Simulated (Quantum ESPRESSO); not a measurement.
# CoO: which magnetic order is lowest, part 2 of 2

Does CoO prefer parallel or opposed moments?

Quantum ESPRESSO 7.5; LDA with U = 3.5 eV on Co d (ortho-atomic projectors); plane waves with GBRV 1.5 LDA potentials, no spin-orbit coupling.

So far, absolute magnetization (μB): step 2 (start 1: ferro +) 3.01.

### Step 3. Start 2: antiferro q=(0,0,1/2) +−

The cell is doubled to 4 atoms to hold this order. The wavevector q is in fractions of the reciprocal vectors of the crystal's primitive cell, as the cells of these inputs are built from it; moments change sign between cells as cos(2π q·R).

Contents of pw.in:

```
&CONTROL
  calculation = 'scf'
  prefix = 'pwscf'
  outdir = './tmp'
  pseudo_dir = './pseudo'
  disk_io = 'nowf'
/
&SYSTEM
  ibrav = 0
  nat = 4
  ntyp = 3
  ecutwfc = 40
  ecutrho = 280
  nbnd = 32
  occupations = 'smearing'
  smearing = 'fd'
  degauss = 0.00367493
  nspin = 2
  starting_magnetization(1) = 0.1765
  starting_magnetization(2) = -0.1765
  starting_magnetization(3) = 0
/
&ELECTRONS
  conv_thr = 8d-09
  electron_maxstep = 150
  mixing_beta = 0.3
/
ATOMIC_SPECIES
Co1    58.9332 co_lda_v1.2.uspp.F.UPF
Co2    58.9332 co_lda_v1.2.uspp.F.UPF
O      15.9990 o_lda_v1.2.uspp.F.UPF
CELL_PARAMETERS angstrom
   0.0000000000    2.1315000000    2.1315000000
   2.1315000000    0.0000000000    2.1315000000
   4.2630000000    4.2630000000    0.0000000000
ATOMIC_POSITIONS crystal
Co1     0.0000000000    0.0000000000    0.0000000000
Co2     0.0000000000    0.0000000000    0.5000000000
O       0.5000000000    0.5000000000    0.2500000000
O       0.5000000000    0.5000000000    0.7500000000
K_POINTS automatic
8 8 4 0 0 0
HUBBARD {ortho-atomic}
U Co1-3d 3.5000
U Co2-3d 3.5000
```

The run is started by

```
OMP_NUM_THREADS=1 mpirun -n 4 pw.x -nk 4 -in pw.in > pw.out
```

The program printed:

```text
[banner, memory and clock lines left out]
Program PWSCF v.7.5 starts

     Message from routine setup:
     using ibrav=0 with symmetry is DISCOURAGED, use correct ibrav instead

     bravais-lattice index     =            0
     lattice parameter (alat)  =       5.6964  a.u.
     unit-cell volume          =     261.4042 (a.u.)^3
     number of atoms/cell      =            4
     number of atomic types    =            3
     number of electrons       =        46.00
     number of Kohn-Sham states=           32
     kinetic-energy cutoff     =      40.0000  Ry
     charge density cutoff     =     280.0000  Ry
     scf convergence threshold =      8.0E-09
     mixing beta               =       0.3000
     number of iterations used =            8  plain     mixing
     Exchange-correlation= SLA  PZ   NOGX NOGC
                           (   1   1   0   0   0   0   0)
     Hubbard projectors: ortho-atomic
     Hubbard parameters of DFT+U (Dudarev formulation) in eV:
     U(Co1-3d) =  3.5000
     U(Co2-3d) =  3.5000

     Internal variables: lda_plus_u =T, lda_plus_u_kind = 0

     Internal variables: orbital_resolved =F, hub_pot_fix =F, apply_U = F

     celldm(1)=   5.696383  celldm(2)=   0.000000  celldm(3)=   0.000000
     celldm(4)=   0.000000  celldm(5)=   0.000000  celldm(6)=   0.000000

     crystal axes: (cart. coord. in units of alat)
               a(1) = (   0.000000   0.707107   0.707107 )
               a(2) = (   0.707107   0.000000   0.707107 )
               a(3) = (   1.414214   1.414214   0.000000 )

     reciprocal axes: (cart. coord. in units 2 pi/alat)
               b(1) = ( -0.707107  0.707107  0.707107 )
               b(2) = (  0.707107 -0.707107  0.707107 )
               b(3) = (  0.353553  0.353553 -0.353553 )

     PseudoPot. # 1 for Co read from file:
     co_lda_v1.2.uspp.F.UPF
     Pseudo is Ultrasoft + core correction, Zval = 17.0

     PseudoPot. # 2 for Co read from file:
     co_lda_v1.2.uspp.F.UPF
     Pseudo is Ultrasoft + core correction, Zval = 17.0

     PseudoPot. # 3 for O  read from file:
     o_lda_v1.2.uspp.F.UPF
     Pseudo is Ultrasoft + core correction, Zval =  6.0

     atomic species   valence    mass     pseudopotential
     Co1              17.00    58.93320     Co( 1.00)
     Co2              17.00    58.93320     Co( 1.00)
     O                 6.00    15.99900     O ( 1.00)

     Starting magnetic structure
     atomic species   magnetization
     Co1             0.176
     Co2            -0.176
     O               0.000

     12 Sym. Ops., with inversion, found

   Cartesian axes

     site n.     atom                  positions (alat units)
         1        Co1    tau(   1) = (   0.0000000   0.0000000   0.0000000  )
         2        Co2    tau(   2) = (   0.7071068   0.7071068   0.0000000  )
         3        O      tau(   3) = (   0.7071068   0.7071068   0.7071068  )
         4        O      tau(   4) = (   1.4142136   1.4142136   0.7071068  )

     number of k points=    35  Fermi-Dirac smearing, width (Ry)=  0.0037
                       cart. coord. in units 2pi/alat
        k(    1) = (   0.0000000   0.0000000   0.0000000), wk =   0.0039062
        k(    2) = (   0.0883883   0.0883883  -0.0883883), wk =   0.0078125
        k(    3) = (  -0.1767767  -0.1767767   0.1767767), wk =   0.0039062
        k(    4) = (   0.0883883  -0.0883883   0.0883883), wk =   0.0234375
        k(    5) = (   0.1767767   0.0000000   0.0000000), wk =   0.0234375
        [... 30 further k-points ...]

     Dense  grid:    20749 G-vectors     FFT dimensions: (  32,  32,  64)

     Smooth grid:     8953 G-vectors     FFT dimensions: (  24,  24,  45)

     Check: negative core charge=   -0.000039
     Generating pointlists ...
     new r_m :   0.2917 (alat units)  1.6615 (a.u.) for type    1
     new r_m :   0.2917 (alat units)  1.6615 (a.u.) for type    2
     new r_m :   0.2917 (alat units)  1.6615 (a.u.) for type    3

     Initial potential from superposition of free atoms

     starting charge      44.0000, renormalised to      46.0000

     STARTING HUBBARD OCCUPATIONS:

     =================== HUBBARD OCCUPATIONS ===================
     ------------------------ ATOM    1 ------------------------
     Tr[ns(  1)] (up, down, total) =   5.00000  2.00000  7.00000
     Atomic magnetic moment for atom   1 =   3.00000
     [... lines left out ...]
     ------------------------ ATOM    2 ------------------------
     Tr[ns(  2)] (up, down, total) =   2.00000  5.00000  7.00000
     Atomic magnetic moment for atom   2 =  -3.00000
     [... lines left out ...]
     Number of occupied Hubbard levels =   14.0000

     Atomic wfc used for Hubbard projectors are orthogonalized

     Starting wfcs are   34 randomized atomic wfcs

     Self-consistent Calculation

     iteration #  1     ecut=    40.00 Ry     beta= 0.30
     Davidson diagonalization with overlap
     ethr =  1.00E-02,  avg # of iterations =  2.9

     =================== HUBBARD OCCUPATIONS ===================
     ------------------------ ATOM    1 ------------------------
     Tr[ns(  1)] (up, down, total) =   4.59823  0.97179  5.57002
     Atomic magnetic moment for atom   1 =   3.62644
     [... lines left out ...]
     ------------------------ ATOM    2 ------------------------
     Tr[ns(  2)] (up, down, total) =   0.97181  4.59810  5.56991
     Atomic magnetic moment for atom   2 =  -3.62630
     [... lines left out ...]
     Number of occupied Hubbard levels =   11.1399

     total energy              =    -657.28117893 Ry
     estimated scf accuracy    <      11.93098748 Ry

     total magnetization       =    -0.00 Bohr mag/cell
     absolute magnetization    =     7.38 Bohr mag/cell

     iteration #  2     ecut=    40.00 Ry     beta= 0.30
     Davidson diagonalization with overlap
     ethr =  1.00E-02,  avg # of iterations =  2.6

     total energy              =    -659.21613666 Ry
     estimated scf accuracy    <      10.22513690 Ry

     total magnetization       =     0.00 Bohr mag/cell
     absolute magnetization    =     2.19 Bohr mag/cell

     [... further iterations left out ...]

     iteration # 19     ecut=    40.00 Ry     beta= 0.30
     Davidson diagonalization with overlap
     ethr =  1.13E-10,  avg # of iterations =  1.5

     total energy              =    -660.84158482 Ry
     estimated scf accuracy    <       0.00000003 Ry

     total magnetization       =     0.00 Bohr mag/cell
     absolute magnetization    =     5.36 Bohr mag/cell

     iteration # 20     ecut=    40.00 Ry     beta= 0.30
     Davidson diagonalization with overlap
     ethr =  6.61E-11,  avg # of iterations =  1.0

     Magnetic moment per site  (integrated on atomic sphere of radius R)
     atom   1 (R=0.292)  charge= 14.6100  magn=  2.5166
     atom   2 (R=0.292)  charge= 14.6100  magn= -2.5167
     atom   3 (R=0.292)  charge=  5.7409  magn=  0.0000
     atom   4 (R=0.292)  charge=  5.7409  magn=  0.0000

     End of self-consistent calculation

     =================== HUBBARD OCCUPATIONS ===================
     ------------------------ ATOM    1 ------------------------
     Tr[ns(  1)] (up, down, total) =   4.95755  2.37055  7.32810
     Atomic magnetic moment for atom   1 =   2.58699
     [... lines left out ...]
     ------------------------ ATOM    2 ------------------------
     Tr[ns(  2)] (up, down, total) =   2.37051  4.95755  7.32805
     Atomic magnetic moment for atom   2 =  -2.58704
     [... lines left out ...]
     Number of occupied Hubbard levels =   14.6562

     [... lines left out ...]
     the Fermi energy is    12.8077 ev

!    total energy              =    -660.84158482 Ry
     estimated scf accuracy    <          3.3E-09 Ry
     smearing contrib. (-TS)   =      -0.00471887 Ry
     internal energy E=F+TS    =    -660.83686595 Ry

     The total energy is F=E-TS. E is the sum of the following terms:
     one-electron contribution =    -366.21062946 Ry
     hartree contribution      =     209.06997983 Ry
     xc contribution           =     -78.81725464 Ry
     ewald contribution        =    -425.12572344 Ry
     Hubbard energy            =       0.24676176 Ry

     total magnetization       =    -0.00 Bohr mag/cell
     absolute magnetization    =     5.36 Bohr mag/cell

     convergence has been achieved in  20 iterations
```

It took 19 s on 4 MPI ranks of Arm Neoverse V2, shared host; peak memory 0.36 GiB; 76 s of CPU time.

Spin moment in the atom's sphere by atom:

| atom | spin moment in the atom's sphere (μB) |
| --- | --- |
| Co1 | 2.52 |
| Co2 | -2.52 |
| O3 | 0.00 |
| O4 | 0.00 |

This step gave:

| Quantity | Value |
| --- | --- |
| smearing term TS | 0.06420 eV |
| magnetization | 0 μB |
| absolute magnetization | 5.357 μB |
| final state | antiferromagnetic |

### Step 4. Run 3 (antiferro q=(0,1/2,1/2) +−)

This order needs a doubled cell of 4 atoms.

pw.in: that of step 3 with these lines changed.

```diff
@@ -33,11 +33,11 @@
    0.0000000000    2.1315000000    2.1315000000
-   2.1315000000    0.0000000000    2.1315000000
-   4.2630000000    4.2630000000    0.0000000000
+   4.2630000000    0.0000000000    4.2630000000
+   4.2630000000    2.1315000000    2.1315000000
 ATOMIC_POSITIONS crystal
 Co1     0.0000000000    0.0000000000    0.0000000000
-Co2     0.0000000000    0.0000000000    0.5000000000
-O       0.5000000000    0.5000000000    0.2500000000
-O       0.5000000000    0.5000000000    0.7500000000
+Co2     0.0000000000    0.5000000000    0.0000000000
+O       0.5000000000    0.0000000000    0.5000000000
+O       0.5000000000    0.5000000000    0.5000000000
 K_POINTS automatic
-8 8 4 0 0 0
+8 4 8 0 0 0
 HUBBARD {ortho-atomic}
```

The program printed:

```text
     [... lines left out ...]
Program PWSCF v.7.5 starts
     [... lines left out ...]
     number of atoms/cell      =            4
     [... lines left out ...]
     number of electrons       =        46.00
     number of Kohn-Sham states=           32
     kinetic-energy cutoff     =      40.0000  Ry
     charge density cutoff     =     280.0000  Ry
     scf convergence threshold =      8.0E-09
     [... lines left out ...]
     16 Sym. Ops., with inversion, found
     [... lines left out ...]
     number of k points=    39  Fermi-Dirac smearing, width (Ry)=  0.0037
     [... lines left out ...]
     iteration # 30     ecut=    40.00 Ry     beta= 0.30
     [... lines left out ...]
     Magnetic moment per site  (integrated on atomic sphere of radius R)
     atom   1 (R=0.292)  charge= 14.6329  magn=  2.3734
     atom   2 (R=0.292)  charge= 14.6329  magn= -2.3735
     atom   3 (R=0.292)  charge=  5.7240  magn= -0.0464
     atom   4 (R=0.292)  charge=  5.7240  magn=  0.0463
     [... lines left out ...]
     Tr[ns(  1)] (up, down, total) =   4.90629  2.46209  7.36839
     [... lines left out ...]
     Tr[ns(  2)] (up, down, total) =   2.46204  4.90631  7.36835
     [... lines left out ...]
     the Fermi energy is    12.7189 ev
!    total energy              =    -660.82553205 Ry
     estimated scf accuracy    <          1.2E-09 Ry
     smearing contrib. (-TS)   =      -0.00607612 Ry
     [... lines left out ...]
     total magnetization       =    -0.00 Bohr mag/cell
     absolute magnetization    =     5.09 Bohr mag/cell
     convergence has been achieved in  30 iterations
```

Wall time 41 s (4 MPI ranks); peak memory 0.38 GiB.

Spin moment in the atom's sphere by atom:

| atom | spin moment in the atom's sphere (μB) |
| --- | --- |
| Co1 | 2.37 |
| Co2 | -2.37 |
| O3 | -0.05 |
| O4 | 0.05 |

Read from the output:

| Quantity | Value |
| --- | --- |
| smearing term TS | 0.08267 eV |
| magnetization | 0 μB |
| absolute magnetization | 5.087 μB |
| final state | antiferromagnetic |

### Step 5. Energies of the orders

An order is kept where moments of 0.15 μB or more survive with the typed signs; meshes match where a doubled cell samples the same k points as the first cell.

Orders:

| start | final state | typed order kept | energy over the lowest (meV a seeded atom) | largest site moment (μB) | net moment (μB a cell of the first run) | mesh matched | CPU time (s) |
| --- | --- | --- | --- | --- | --- | --- | --- |
| ferro + | ferromagnetic | yes | 52.97 | 2.585 | 2.989 | yes | 15.89 |
| antiferro q=(0,0,1/2) +- | antiferromagnetic | yes | 0 | 2.517 | 0 | yes | 75.61 |
| antiferro q=(0,1/2,1/2) +- | antiferromagnetic | yes | 109.2 | 2.374 | 0 | yes | 162.8 |

### Step 6. Occupations of the corrected shells in the lowest state

Occupations of the Hubbard shells:

| block | type | shell | spin | electrons | occupation numbers |
| --- | --- | --- | --- | --- | --- |
| 1 | Co1 | 3d | up | 4.957 | 0.988 0.988 0.994 0.994 0.994 |
| 1 | Co1 | 3d | down | 2.371 | 0.160 0.160 0.668 0.668 0.713 |
| 2 | Co2 | 3d | up | 2.37 | 0.160 0.160 0.668 0.668 0.713 |
| 2 | Co2 | 3d | down | 4.957 | 0.988 0.988 0.994 0.994 0.994 |

### Step 7. Results

* lowest state found: antiferromagnetic (from antiferro q=(0,0,1/2) +-)
* largest site moment: 2.52 μB
* next state with moments: ferromagnetic, 53.0 meV a seeded atom higher

This is the lowest of 3 collinear or spinless starts, no proof of the ground state. The smearing term is large for its width, so states at the Fermi level are partly filled: at this level the cell is a metal or has a gap of a few widths at most. Degenerate orbitals of a corrected shell are partly filled. Whether a state of lower symmetry lies under this one was not tested; under a U it often does.

[Logs and program files are shortened in this print: banners, set-up blocks, solver, clock and traceback lines can be left out without a mark of their own.]

[Logs are printed without paths, hosts, clocks, repeated set-up lines and the standing remarks that a program may print on its own settings, such as how far it seeks lower states.]

[Hosts, paths, dates, database ids (printed as entryN), source tags and the programs' standing remarks are cut or masked in the printed files.]

[Where a cell is said to come from a database of computed structures, the database is the Materials Project.]
